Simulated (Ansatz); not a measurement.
# How many bands does the GW gap of CsCu2I3 (Cmcm) need?

Wanted: a G0W0 gap for CsCu2I3 (Cmcm) that is converged in bands and cutoff, or an estimate of the limit.

Calculated with Ansatz 0.2.0; G0W0 on r2SCAN, plane waves, PAW.

Report form: the programs' logs are mostly left out.

In doubt: one-shot GW on d or f shells is unsure (steps 2, 3, 4, 5, 6), so the values of those runs are not to be relied on.

## (1) Set-up

The structure is orthorhombic, space group Cmcm (No. 63). Conventional cell: a = 10.548 Å, b = 13.172 Å, c = 6.097 Å, α = 90.00°, β = 90.00°, γ = 90.00°. Cs has 10 I at 3.88 to 4.47 Å nearest. Cu has 4 I at 2.60 to 2.70 Å nearest. Nearest to I lie 4 Cu at 2.70 Å and 2 Cs at 4.09 Å. Nearest to I lie 2 Cu at 2.60 Å and 4 Cs at 3.88 to 4.47 Å. Farther neighbours and most contacts between anions are not listed.

Coordinates:

```cif
data_structure
_symmetry_space_group_name_H-M 'Cmcm'
_symmetry_Int_Tables_number 63
_cell_length_a 10.5479
_cell_length_b 13.1725
_cell_length_c 6.0972
_cell_angle_alpha 90.000
_cell_angle_beta 90.000
_cell_angle_gamma 90.000
_cell_volume 847.16
loop_
_atom_site_label
_atom_site_type_symbol
_atom_site_symmetry_multiplicity
_atom_site_Wyckoff_symbol
_atom_site_fract_x
_atom_site_fract_y
_atom_site_fract_z
_atom_site_occupancy
Cs1 Cs 4 c 0.50000 0.17220 0.25000 1
Cu1 Cu 8 e 0.85100 0.00000 0.00000 1
I1 I 4 c 0.50000 0.62040 0.25000 1
I2 I 8 g 0.71700 0.88100 0.25000 1
```

The cell and positions come from the Crystallography Open Database and are kept as given unless a step says otherwise. Spin-orbit coupling is left out unless a step names it. The default PAW set here is soft_2. Its files were made with PBE.

## (2) 158 empty bands, screening to 30 eV

G0W0 replaces the xc potential by the self-energy, built once from these orbitals. Only a window of levels is corrected, while the sums run over the empty bands that the input names.

File input.yaml:

```yaml
crystal:
  lattice:
    - [5.27395, -6.58625, 0.0]
    - [5.27395, 6.58625, 0.0]
    - [0.0, 0.0, 6.09718]
  atoms:
    - { symbol: Cs, position: [0.3278, 0.6722, 0.25] }
    - { symbol: Cs, position: [0.6722, 0.3278, 0.75] }
    - { symbol: Cu, position: [0.851, 0.851, 0.0] }
    - { symbol: Cu, position: [0.149, 0.149, 0.5] }
    - { symbol: Cu, position: [0.149, 0.149, 0.0] }
    - { symbol: Cu, position: [0.851, 0.851, 0.5] }
    - { symbol: I, position: [0.8796, 0.1204, 0.25] }
    - { symbol: I, position: [0.1204, 0.8796, 0.75] }
    - { symbol: I, position: [0.836, 0.598, 0.25] }
    - { symbol: I, position: [0.164, 0.402, 0.75] }
    - { symbol: I, position: [0.598, 0.836, 0.75] }
    - { symbol: I, position: [0.402, 0.164, 0.25] }
kpoints:
  mp_grid: { grid: [2, 2, 2] }
hamiltonian:
  xc: r2scan
scf:
  occupations: { method: fixed }
gw:
  n_empty_bands: 158
  ecut_chi: 30
  qp_bands: [v4, c4]
  qp_kpoints: band_edges
  screening: { model: contour_deformation }
```

Run with:

```bash
$ ansatz run input.yaml --threads 24 --pin off --max-ram 82944MiB --backend cuda --events-out ev --progress --plain --runs-dir out --devices 1 --max-vram 78GiB
```

It took 6.4 s on 1 × NVIDIA GB200 (shared by 2 runs) with 24 threads of Arm Neoverse V2, shared host; peak memory 2.4 GiB; 17 s of CPU time.

This step gave:

```
bands summed                                 : 256
RPA ε∞ on this mesh (eigenvalues)            : 3.806, 3.879, 3.926
plane waves in the screening matrix          : 165
q-points in the mesh                         : 8
G0W0 gap on the mesh                         : 4.373 eV
k of the valence top                         : 0, 0, 0
k of the conduction bottom                   : 0, 0, 0
starting gap on the mesh                     : 2.496 eV
Z at the valence top                         : 0.7546
Z at the conduction bottom                   : 0.8251
least direct G0W0 gap on the computed points : 4.373 eV
```

The gap on the mesh goes from 2.50 eV to 4.37 eV, a correction of +1.88 eV. Between the two edge states, bare exchange in place of the xc potential would open the gap by 9.65 eV, and correlation takes back 7.77 eV.

## (3) 447 empty bands, screening to 60 eV

Bands and screening cutoff are moved together, since each hides the error of the other.

Edit input.yaml of step 2 so:

```diff
@@ -25,4 +25,4 @@
 gw:
-  n_empty_bands: 158
-  ecut_chi: 30
+  n_empty_bands: 447
+  ecut_chi: 60
   qp_bands: [v4, c4]
```

It took 8.4 s on 1 × NVIDIA GB200 (shared by 2 runs) with 24 threads; peak memory 3.2 GiB.

This step gave:

- bands summed: 545
- RPA ε∞ on this mesh (eigenvalues): 3.807, 3.884, 3.940
- plane waves in the screening matrix: 461
- q-points in the mesh: 8
- G0W0 gap on the mesh: 3.629 eV
- k of the valence top: 0, 0, 0
- k of the conduction bottom: 0, 0, 0
- starting gap on the mesh: 2.496 eV
- Z at the valence top: 0.7402
- Z at the conduction bottom: 0.8234
- least direct G0W0 gap on the computed points: 3.629 eV

Against the run with 2×2×2 mesh, 158 empty bands, screening to 30 eV, the gap moves by −0.74 eV.

## (4) 961 empty bands, screening to 100 eV

Edit input.yaml of step 3 so:

```diff
@@ -25,4 +25,4 @@
 gw:
-  n_empty_bands: 447
-  ecut_chi: 60
+  n_empty_bands: 961
+  ecut_chi: 100.0
   qp_bands: [v4, c4]
```

It took 14 s on 1 × NVIDIA GB200 (shared by 2 runs) with 24 threads; peak memory 4.8 GiB; 46 s of CPU time.

This step gave:

| Quantity | Value |
| --- | --- |
| bands summed | 1059 |
| RPA ε∞ on this mesh (eigenvalues) | 3.806, 3.884, 3.942 |
| plane waves in the screening matrix | 955 |
| G0W0 gap on the mesh | 3.354 eV |
| k of the valence top | 0, 0, 0 |
| k of the conduction bottom | 0, 0, 0 |
| starting gap on the mesh | 2.496 eV |
| least direct G0W0 gap on the computed points | 3.354 eV |

Against the run with 2×2×2 mesh, 447 empty bands, screening to 60 eV, the gap moves by −0.27 eV.

## (5) Changing the frequency model: 2×2×2 mesh, 447 empty bands, screening to 60 eV, plasmon pole

A plasmon pole stands in for the full frequency dependence of the screening; this run shows what that costs in accuracy. Bands and cutoff differ from the step before, so it is read against an earlier run that matches them.

Edit input.yaml of step 4 so:

```diff
@@ -25,6 +25,6 @@
 gw:
-  n_empty_bands: 961
-  ecut_chi: 100.0
+  n_empty_bands: 447
+  ecut_chi: 60
   qp_bands: [v4, c4]
   qp_kpoints: band_edges
-  screening: { model: contour_deformation }
+  screening: { model: godby_needs }
```

Run time: 7.7 s. Hardware: 1 × NVIDIA GB200 (shared by 2 runs) with 24 threads; peak memory 3.2 GiB; 43 s of CPU time.

This step gave:

```
bands summed                                 : 545
plasmon-pole fit frequency                   : 25.26 eV
RPA ε∞ on this mesh (eigenvalues)            : 3.807, 3.884, 3.940
plane waves in the screening matrix          : 461
G0W0 gap on the mesh                         : 3.638 eV
k of the valence top                         : 0, 0, 0
k of the conduction bottom                   : 0, 0, 0
starting gap on the mesh                     : 2.496 eV
least direct G0W0 gap on the computed points : 3.638 eV
```

Against the run with 2×2×2 mesh, 447 empty bands, screening to 60 eV, the gap moves by +0.009 eV.

## (6) Changing the files: 2×2×2 mesh, 447 empty bands, screening to 60 eV, hard PAW files

Other atomic data (hard PAW) test the pseudisation: the cutoff goes from 500 to 700 eV, with the same valence electrons.

Edit input.yaml of step 5 so:

```diff
@@ -22,2 +22,3 @@
   xc: r2scan
+  pseudopotentials: { kind: paw, source: ansatz }
 scf:
@@ -29,2 +30,2 @@
   qp_kpoints: band_edges
-  screening: { model: godby_needs }
+  screening: { model: contour_deformation }
```

The job ended after 13 s (1 × NVIDIA GB200 (shared by 2 runs) with 24 threads; peak memory 4.5 GiB; 40 s of CPU time).

This step gave:

| Property | Result |
| --- | --- |
| bands summed | 545 |
| RPA ε∞ on this mesh (eigenvalues) | 3.809, 3.886, 3.941 |
| plane waves in the screening matrix | 461 |
| G0W0 gap on the mesh | 3.645 eV |
| k of the valence top | 0, 0, 0 |
| k of the conduction bottom | 0, 0, 0 |
| starting gap on the mesh | 2.494 eV |
| least direct G0W0 gap on the computed points | 3.645 eV |

Against the run with 2×2×2 mesh, 447 empty bands, screening to 60 eV, the gap moves by +0.016 eV.

## (7) Convergence and cost

Times are wall times on 1 × NVIDIA GB200 (shared by 2 runs) with 24 threads of Arm Neoverse V2, shared host, good to a factor of about two.

| mesh | files | frequency | bands summed | cutoff (eV) | start (eV) | G0W0 (eV) | time | host memory (GiB) |
| --- | --- | --- | --- | --- | --- | --- | --- | --- |
| 2×2×2 | default PAW | contour deformation | 256 | 30 | 2.496 | 4.373 | 6.4 s | 2.4 |
| 2×2×2 | default PAW | contour deformation | 545 | 60 | 2.496 | 3.629 | 8.4 s | 3.2 |
| 2×2×2 | default PAW | contour deformation | 1059 | 100 | 2.496 | 3.354 | 14 s | 4.8 |
| 2×2×2 | default PAW | plasmon pole | 545 | 60 | 2.496 | 3.638 | 7.7 s | 3.2 |
| 2×2×2 | hard PAW | contour deformation | 545 | 60 | 2.494 | 3.645 | 13 s | 4.5 |

How the two edges are built up, in eV (the quasiparticle level is the starting level plus Σx plus Σc less Vxc):

| run | edge | start | Σx | Σc | Vxc | Z | QP |
| --- | --- | --- | --- | --- | --- | --- | --- |
| 256 bands | valence top | 6.24 | -34.91 | 4.65 | -29.15 | 0.75 | 5.13 |
| 256 bands | conduction bottom | 8.74 | -6.80 | -3.13 | -10.69 | 0.83 | 9.50 |
| 545 bands | valence top | 6.24 | -34.91 | 5.11 | -29.15 | 0.74 | 5.59 |
| 545 bands | conduction bottom | 8.74 | -6.80 | -3.41 | -10.69 | 0.82 | 9.22 |
| 1059 bands | valence top | 6.24 | -34.91 | 5.19 | -29.15 | 0.74 | 5.68 |
| 1059 bands | conduction bottom | 8.74 | -6.80 | -3.60 | -10.69 | 0.82 | 9.03 |

## (8) Outcome

```yaml
256_bands_30_ev: 4.373 eV
545_bands_60_ev: 3.629 eV
1059_bands_100_ev: 3.354 eV
estimated_limit_in_bands_and_cutoff: 3.06 eV
mesh_and_start: 2×2×2, r2SCAN
```

In words: A line in one over the bands through the two highest rungs gives 3.06 eV, −0.29 eV from the top rung; the pair below gives 2.97 eV, in fair agreement. The rungs stand 1.31 eV (256 bands), 0.57 eV (545 bands) and 0.29 eV (1059 bands) from it. From 256 to 1059 bands the gap moves by −1.02 eV while the time grows 2.2-fold. Σc changes by +0.55 eV at the valence top and −0.47 eV at the conduction bottom, so both edges matter. The plasmon-pole model gives +0.01 eV against contour deformation, 1 % of the correction, and saved no time in this program. Hard PAW files move the gap by +0.02 eV at equal bands and cutoff, −0.002 eV of it in the start. The 2×2×2 mesh is coarse for this cell (its supercell is 12 Å along the shortest edge). The RPA ε∞ on it, from the r2SCAN start, is 3.81, 3.88 and 3.94; such meshes misread the long-range screening, most where the gap is narrow. A d shell, filled or nearly so, lies near the gap. One-shot GW converges very slowly in bands there, not always from below, and on a semilocal start the gap tends to come out low; starts rich in exact exchange can overshoot instead. The many-body steps are scalar-relativistic: spin-orbit coupling is not in them.

[Paths, hosts, dates, memory and timing lines, banners, echoed tables and standing remarks are left out of the program output.]

[Logs are printed without paths, hosts, clocks, repeated set-up lines and the standing remarks that a program may print on its own settings, such as how far it seeks lower states.]

[Runs of the session that timed out or met a known fault of the program may be left out.]

[Cells called generated may have been cut or substituted from an entry of the Crystallography Open Database or the Materials Project.]

[Hosts, paths, dates, database ids (printed as entryN), source tags and the programs' standing remarks are cut or masked in the printed files.]
